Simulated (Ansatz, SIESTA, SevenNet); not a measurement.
# SIESTA on random packing of 40Si3N4-60SiO2 (mol %) (138 atoms): settings against a plane-wave reference

Aim: run random packing of 40Si3N4-60SiO2 (mol %) (138 atoms) in SIESTA and see how near its forces come to a plane-wave reference, and at what cost.

Calculated with SIESTA 5.4.2; the method is named at each step.

### Step 1. The structure

The cell holds 138 atoms: 54 Si, 48 N and 36 O. Cell: a = 19.401 Å, b = 9.700 Å, c = 9.700 Å, α = 90.0°, β = 90.0°, γ = 90.0°. 69 atoms (27 Si, 24 N, 18 O) packed at random in a cube at 2.52 g/cm³ and pushed apart as soft spheres, cations and anions kept from their own kind; a start for melting by ab initio MD, not an equilibrated structure. The cell was repeated 2 x 1 x 1. Then every atom was moved at random, 0.03 Å r.m.s. a Cartesian component.

The yardstick, on the same geometry:

```
method                 : Kohn-Sham DFT, PBE, PAW, plane waves (Ansatz 0.2.0); cutoff 420 eV, Γ point, fermi-dirac smearing of 0.05 eV; PAW set soft_2
r.m.s. force component : 1.604 eV/Å
longest force          : 5.581 eV/Å
SCF cycles             : 11
time                   : 26 s on 4 threads of Arm Neoverse V2, shared host
CPU time               : 1.7 min
```

### Step 2. PBE, DZP, shift 0.01 Ry, mesh 350 Ry

Method: Kohn-Sham DFT, PBE, PseudoDojo 0.4.1 norm-conserving pseudopotentials (converted to PSML), numerical atomic orbitals (DZP), diagonalisation.

The .psml files are PseudoDojo norm-conserving potentials that we converted to this format, checked against plane waves on the same files for H, C, O, Si, Ge and Ca alone.

The input, input.fdf:

```
SystemLabel cell
NumberOfAtoms 138
NumberOfSpecies 3
%block ChemicalSpeciesLabel
  1 14 Si
  2 7 N
  3 8 O
%endblock ChemicalSpeciesLabel
LatticeConstant 1.0 Ang
%block LatticeVectors
  19.40060 0.00000 0.00000
  0.00000 9.70030 0.00000
  0.00000 0.00000 9.70030
%endblock LatticeVectors
PAO.BasisSize DZP
PAO.EnergyShift 0.01 Ry
XC.Functional GGA
XC.Authors PBE
MeshCutoff 350 Ry
%block kgrid_Monkhorst_Pack
  1 0 0 0.0
  0 1 0 0.0
  0 0 1 0.0
%endblock kgrid_Monkhorst_Pack
SolutionMethod diagon
OccupationFunction FD
ElectronicTemperature 580 K
SCF.Mixer.Method Pulay
SCF.Mixer.Weight 0.15
SCF.Mixer.History 8
SCF.Mix Hamiltonian
MaxSCFIterations 150
SCF.DM.Tolerance 1e-04
SCF.H.Tolerance 1.0e-3 eV
WriteForces T
Write.HirshfeldPop T
Write.VoronoiPop T
Write.DM F
Write.H F
XML.Write F
AtomicCoordinatesFormat Fractional
%block AtomicCoordinatesAndAtomicSpecies
  0.12410 0.17685 0.43686 1
  0.36543 0.84485 0.41487 1
  0.11538 0.57131 0.12192 1
  0.47637 0.75896 0.18266 1
  0.08154 0.88699 0.43910 1
  0.32960 0.07525 0.56433 1
  0.03035 0.28491 0.58815 1
  0.23246 0.74849 0.43908 1
  0.23588 0.04846 0.26078 1
  0.22407 0.41253 0.32608 1
  0.08048 0.25677 0.06957 1
  0.22485 0.57045 0.95698 1
  0.10406 0.60346 0.45181 1
  0.36573 0.56776 0.03313 1
  0.48059 0.01266 0.04685 1
  0.39047 0.84186 0.72204 1
  0.37690 0.55326 0.68954 1
  0.33780 0.33174 0.19748 1
  0.31828 0.30395 0.74922 1
  0.15543 0.92012 0.99470 1
  0.35498 0.89931 0.98011 1
  0.36571 0.05923 0.20206 1
  0.17901 0.31258 0.63672 1
  0.48489 0.24728 0.84274 1
  0.06378 0.46626 0.89081 1
  0.46654 0.46359 0.17637 1
  0.16018 0.74102 0.74518 1
  0.24014 0.86412 0.23970 2
  0.14293 0.56889 0.88531 2
  0.27760 0.13542 0.75015 2
  0.01964 0.50298 0.43587 2
  0.49531 0.73506 0.54504 2
  0.07746 0.22057 0.73701 2
  0.11927 0.49337 0.28381 2
  0.19661 0.43280 0.08839 2
  0.08278 0.94213 0.73510 2
  0.44367 0.86533 0.89337 2
  0.01366 0.83447 0.33139 2
  0.42584 0.11585 0.89006 2
  0.09387 0.75778 0.10889 2
  0.47233 0.57991 0.02876 2
  0.16154 0.21067 0.22522 2
  0.39970 0.21530 0.64134 2
  0.05660 0.02236 0.19805 2
  0.37510 0.66398 0.45533 2
  0.21606 0.69454 0.61061 2
  0.23013 0.46002 0.68083 2
  0.32120 0.73453 0.74140 2
  0.22425 0.84248 0.83457 2
  0.09883 0.57105 0.65027 2
  0.03820 0.28859 0.30635 2
  0.41974 0.36732 0.37533 3
  0.21474 0.16710 0.49717 3
  0.26281 0.58091 0.35773 3
  0.32320 0.13983 0.39617 3
  0.43510 0.96685 0.61227 3
[... 78 atom lines left out ...]
  0.53279 0.72561 0.79624 3
  0.84970 0.78054 0.11961 3
  0.92872 0.04296 0.32887 3
  0.64136 0.13165 0.92337 3
%endblock AtomicCoordinatesAndAtomicSpecies
```

On the command line:

```console
$ OMP_NUM_THREADS=1 mpirun -np 4 siesta < input.fdf > output.txt
```

The program printed:

```text
Version         : 5.4.2
reinit: System Name:
reinit: System Label: cell
initatom: Reading input for the pseudopotentials and atomic orbitals ----------
Species number:   1 Atomic number:   14 Label: Si
Species number:   2 Atomic number:    7 Label: N
Species number:   3 Atomic number:    8 Label: O
Ground state valence configuration (from tables):   3s02  3p02  3d00  4f00
Ground state valence configuration (from tables):   2s02  2p03  3d00  4f00
Ground state valence configuration (from tables):   2s02  2p04  3d00  4f00
---- Processing specs for species: Si
GGA--PBE XC_GGA_X_PBE--XC_GGA_C_PBE pb
---- Processing specs for species: N
GGA--PBE XC_GGA_X_PBE--XC_GGA_C_PBE pb
---- Processing specs for species: O
GGA--PBE XC_GGA_X_PBE--XC_GGA_C_PBE pb
Si pseudopotential only contains V_ls up to l=2 -- lmxkb reset.
N pseudopotential only contains V_ls up to l=1 -- lmxkb reset.
O pseudopotential only contains V_ls up to l=2 -- lmxkb reset.
Using PAO.SplitTailNorm
%block ChemicalSpeciesLabel
    1   14 Si                      # Species index, atomic number, species label
    2    7 N                       # Species index, atomic number, species label
    3    8 O                       # Species index, atomic number, species label
%endblock ChemicalSpeciesLabel
%block PAO.Basis                 # Define Basis set
Si                    2                    # Species label, number of l-shells
 n=3   0   2                         # n, l, Nzeta
   5.392      3.847
   1.000      1.000
 n=3   1   2 P   1                   # n, l, Nzeta, Polarization, NzetaPol
   6.844      4.952
   1.000      1.000
N                     2                    # Species label, number of l-shells
 n=2   0   2                         # n, l, Nzeta
   3.944      2.617
   1.000      1.000
 n=2   1   2 P   1                   # n, l, Nzeta, Polarization, NzetaPol
[...]
O                     2                    # Species label, number of l-shells
 n=2   0   2                         # n, l, Nzeta
[...]
1.000      1.000
 n=2   1   2 P   1                   # n, l, Nzeta, Polarization, NzetaPol
   4.300      2.782
   1.000      1.000
%endblock PAO.Basis
coor:   Atomic-coordinates input format  =     Fractional
siesta: System type = bulk
initatomlists: Number of atoms, orbitals, and projectors:    138  1794  1824
siesta: ******************** Simulation parameters ****************************
Total number of electrons:   672.000000
Total ionic charge:   672.000000
 Kpoints in:            1 . Kpoints trimmed:            1
siesta: k-grid: Number of k-points = 1
siesta: k-points from Monkhorst-Pack grid
siesta: k-cutoff (effective) =     4.850 Ang
siesta: k-point supercell and displacements
siesta: k-grid:     1     0     0      0.000
siesta: k-grid:     0     1     0      0.000
siesta: k-grid:     0     0     1      0.000
                     ====================================
                        Single-point calculation
                     ====================================
outcell: Unit cell vectors (Ang):
       19.400600    0.000000    0.000000
        0.000000    9.700300    0.000000
        0.000000    0.000000    9.700300
outcell: Cell vector modules (Ang)   :   19.400600    9.700300    9.700300
outcell: Cell angles (23,13,12) (deg):     90.0000     90.0000     90.0000
outcell: Cell volume (Ang**3)        :   1825.5154
Gamma-point calculation with multiply-connected orbital pairs
Gamma-point calculation with multiply-connected orbital pairs
Folding of H and S implicitly performed
Folding of H and S implicitly performed
new_DM -- step:     1
Initializing Density Matrix...
Attempting to read DM from file... Failed...
DM filled with atomic data:
InitMesh: MESH = 240 x 120 x 120 = 3456000
InitMesh: Mesh cutoff (required, used) =   350.000   422.955 Ry
stepf: Fermi-Dirac step function
        iscf     Eharris(eV)        E_KS(eV)     FreeEng(eV)     dDmax    Ef(eV) dHmax(eV)
   scf:    1   -35153.186218   -35528.755444   -35529.159434  1.569604 -5.514403 20.937959
   scf:    2   -34477.983828   -35380.301296   -35380.801085  1.245806 -5.087916 59.648655
   scf:    3   -35335.115822   -35643.304775   -35643.894627  1.211012 -5.079535 33.383782
   scf:    4   -35567.126776   -35696.867227   -35697.409350  0.756513 -5.087785 23.258812
   scf:    5   -35682.858896   -35729.901722   -35730.527292  0.457349 -5.083049 16.488163
   scf:    6   -35696.496664   -35732.613551   -35733.258023  0.382490 -5.063052 11.095783
[...]
scf:   40   -35751.511653   -35751.511665   -35752.257780  0.000055 -5.176049  0.001348
   scf:   41   -35751.511682   -35751.511674   -35752.257780  0.000074 -5.176021  0.001729
   scf:   42   -35751.511690   -35751.511682   -35752.257780  0.000046 -5.175992  0.000752
SCF Convergence by DM+H criterion
max |DM_out - DM_in|         :     0.0000456781
max |H_out - H_in|      (eV) :     0.0007516247
SCF cycle converged after 42 iterations
Using DM_out to compute the final energy and forces
siesta: E_KS(eV) =           -35751.5117
siesta: E_KS - E_eggbox =    -35751.5117
siesta: Atomic forces (eV/Ang):
     1    1.570736   -3.450948   -3.679612
     2    1.055792   -1.368533    0.754474
     3    1.236799    0.998063   -0.598449
     4    2.040961    1.154527   -0.486236
     5   -0.587337    1.380052    0.600173
     6   -0.140949    1.118744    1.138193
[...]
136    0.516991   -0.105393   -2.123119
   137   -1.541968   -1.483892   -1.744020
   138   -0.875268   -1.663943    2.478060
----------------------------------------
   Tot    0.004001   -0.020915    0.000253
----------------------------------------
   Max    4.573500
   Res    1.532475    sqrt( Sum f_i^2 / 3N )
----------------------------------------
   Max    4.573500    constrained
Stress tensor Voigt[x,y,z,yz,xz,xy] (kbar):      168.71      210.46      163.25      -28.13        5.40        7.82
(Free)E + p*V (eV/cell)   -35958.2676
Target enthalpy (eV/cell)   -35752.2578
siesta: Program's energy decomposition (eV):
siesta: Ebs     =     -7956.202302
siesta: Eions   =     55742.199034
siesta: Ena     =     10889.297932
siesta: Ekin    =     21265.690265
siesta: Enl     =     -2539.791476
siesta: DEna    =       369.714056
siesta: DUscf   =        34.845623
siesta: Ex      =     -9228.335536
siesta: Ec      =      -800.733513
siesta: Exc     =    -10029.069048
siesta: Eharris =    -35751.511690
siesta: Etot    =    -35751.511682
siesta: FreeEng =    -35752.257780
siesta: Final energy (eV):
siesta:  Band Struct. =   -7956.202302
siesta:       Kinetic =   21265.690265
siesta:       Hartree =    9374.926183
siesta:         Exch. =   -9228.335536
siesta:         Corr. =    -800.733513
siesta:   Exch.-corr. =  -10029.069048
siesta:  Ion-electron =  -37016.345055
siesta:       Ion-ion =  -19346.714027
siesta:         Total =  -35751.511682
siesta:         Fermi =      -5.175992
siesta: Stress tensor (static) (eV/Ang**3):
siesta:     0.105301    0.004878    0.003369
siesta:     0.004878    0.131356   -0.017556
siesta:     0.003369   -0.017556    0.101893
siesta: Cell volume =       1825.515367 Ang**3
siesta: Pressure (static):
siesta:                Solid            Molecule  Units
siesta:          -0.00122909         -0.00116548  Ry/Bohr**3
siesta:          -0.11285022         -0.10700917  eV/Ang**3
siesta:        -180.80598814       -171.44758866  kBar
    Orbital volume contribution        =          59.714534 eV
    (Free)E + p_basis*V_orbitals       =      -35692.543246 eV
    (Free)Eharris+ p_basis*V_orbitals  =      -35692.543254 eV
Hirshfeld Atomic Populations:
Atom #   charge [q] valence [e]  Species
     1     0.278128    3.721872  Si
     2     0.183549    3.816451  Si
     3     0.198717    3.801283  Si
     4     0.248755    3.751245  Si
     5     0.275629    3.724371  Si
     6     0.283109    3.716891  Si
[...]
28    -0.210908    5.210908  N
    29    -0.190297    5.190297  N
    30    -0.132979    5.132979  N
    31    -0.107610    5.107610  N
    32    -0.036721    5.036721  N
    33    -0.189225    5.189225  N
[...]
52    -0.186618    6.186618  O
    53    -0.190865    6.190865  O
    54    -0.214337    6.214337  O
    55    -0.175703    6.175703  O
    56    -0.157381    6.157381  O
    57    -0.128234    6.128234  O
[...]
--------------------
 Total    -0.000043
Voronoi Atomic Populations:
Atom #   charge [q] valence [e]  Species
[...]
94     0.339899    3.660101  Si
    95     0.340942    3.659058  Si
    96     0.397184    3.602816  Si
[...]
118    -0.185812    5.185812  N
   119    -0.197342    5.197342  N
   120    -0.096046    5.096046  N
[...]
136    -0.254216    6.254216  O
   137    -0.249308    6.249308  O
   138    -0.249602    6.249602  O
--------------------
 Total    -0.000043
```

The job ended after 4.7 min (4 MPI ranks of Arm Neoverse V2, shared host; peak memory 2.9 GiB; 19 min of CPU time).

Banners, paths, timers and routine set-up lines are dropped from the logs unmarked, and long logs keep their key lines alone; longer cuts are marked.

Numbers from this run, and their distance from the reference:

```
r.m.s. force component                  : 1.532 eV/Å
r.m.s. difference of force components   : 219.9 meV/Å
longest difference of force vectors     : 759.9 meV/Å
force difference over r.m.s. force      : 13.71 %
slope of forces against the reference's : 0.9468
correlation of force components         : 0.9912
```

Length of the force difference by element (eV/Å):

| element | atoms | mean | most |
| --- | --- | --- | --- |
| N | 48 | 0.33 | 0.58 |
| O | 36 | 0.30 | 0.76 |
| Si | 54 | 0.37 | 0.71 |

A closer look about Si70, which bears the longest force: 9 atoms, nearest first, numbered in the order of the input, with positions taken from that point.

| atom | x | y | z | distance (Å) | Hirshfeld charge (e) | Fx | Fy | Fz (eV/Å) |
| --- | --- | --- | --- | --- | --- | --- | --- | --- |
| Si70 | 0.00 | 0.00 | 0.00 | 0.00 | 0.29 | 1.37 | -3.86 | -3.83 |
| O126 | 0.11 | 1.53 | 0.64 | 1.67 | -0.14 | -1.64 | 1.71 | 1.10 |
| O122 | 1.74 | -0.11 | 0.57 | 1.84 | -0.20 | -2.12 | 2.24 | 2.30 |
| O134 | 0.69 | -1.97 | -0.09 | 2.09 | -0.19 | -1.09 | -0.35 | -1.63 |
| N111 | 0.74 | 0.27 | -1.98 | 2.14 | -0.16 | 0.47 | -1.52 | 2.54 |
| O128 | -1.46 | -1.41 | 0.96 | 2.25 | -0.17 | 1.47 | 1.15 | -0.79 |
| N120 | -1.71 | 1.05 | -1.24 | 2.36 | -0.05 | 0.43 | 0.70 | -0.44 |
| Si92 | 1.00 | 1.24 | 2.05 | 2.59 | 0.33 | 2.28 | -0.83 | 2.95 |
| Si76 | -1.87 | 1.02 | 1.58 | 2.65 | 0.29 | -2.49 | 1.55 | -1.50 |

Forces lie 14 % from the reference's, at 11 times its CPU time.

Further runs of this program without a result: SIESTA PBE, SZ, shift 0.02 Ry, mesh 350 Ry (cut off at its time limit).

### Step 3. Summary of results

```yaml
force_difference_from_the_reference: SIESTA PBE, DZP, shift 0.01 Ry, mesh 350 Ry, 14 %
its_cpu_time: 19 min
```

In words: The PBE run in local orbitals differs by 14 % (SIESTA PBE, DZP, shift 0.01 Ry, mesh 350 Ry); basis, grid and potentials can all enter. The electronic-structure runs sample only Γ, in a cell whose shortest periodic width is 10 Å, which is coarse for a cell with partly filled levels.

[Also dropped from logs without a mark: logging warnings of Python, and SIESTA's first energy breakdown and zero terms.]

[Logs are printed without paths, hosts, clocks, repeated set-up lines and the standing remarks that a program may print on its own settings, such as how far it seeks lower states.]

[Hosts, paths, dates, database ids (printed as entryN), source tags and the programs' standing remarks are cut or masked in the printed files.]
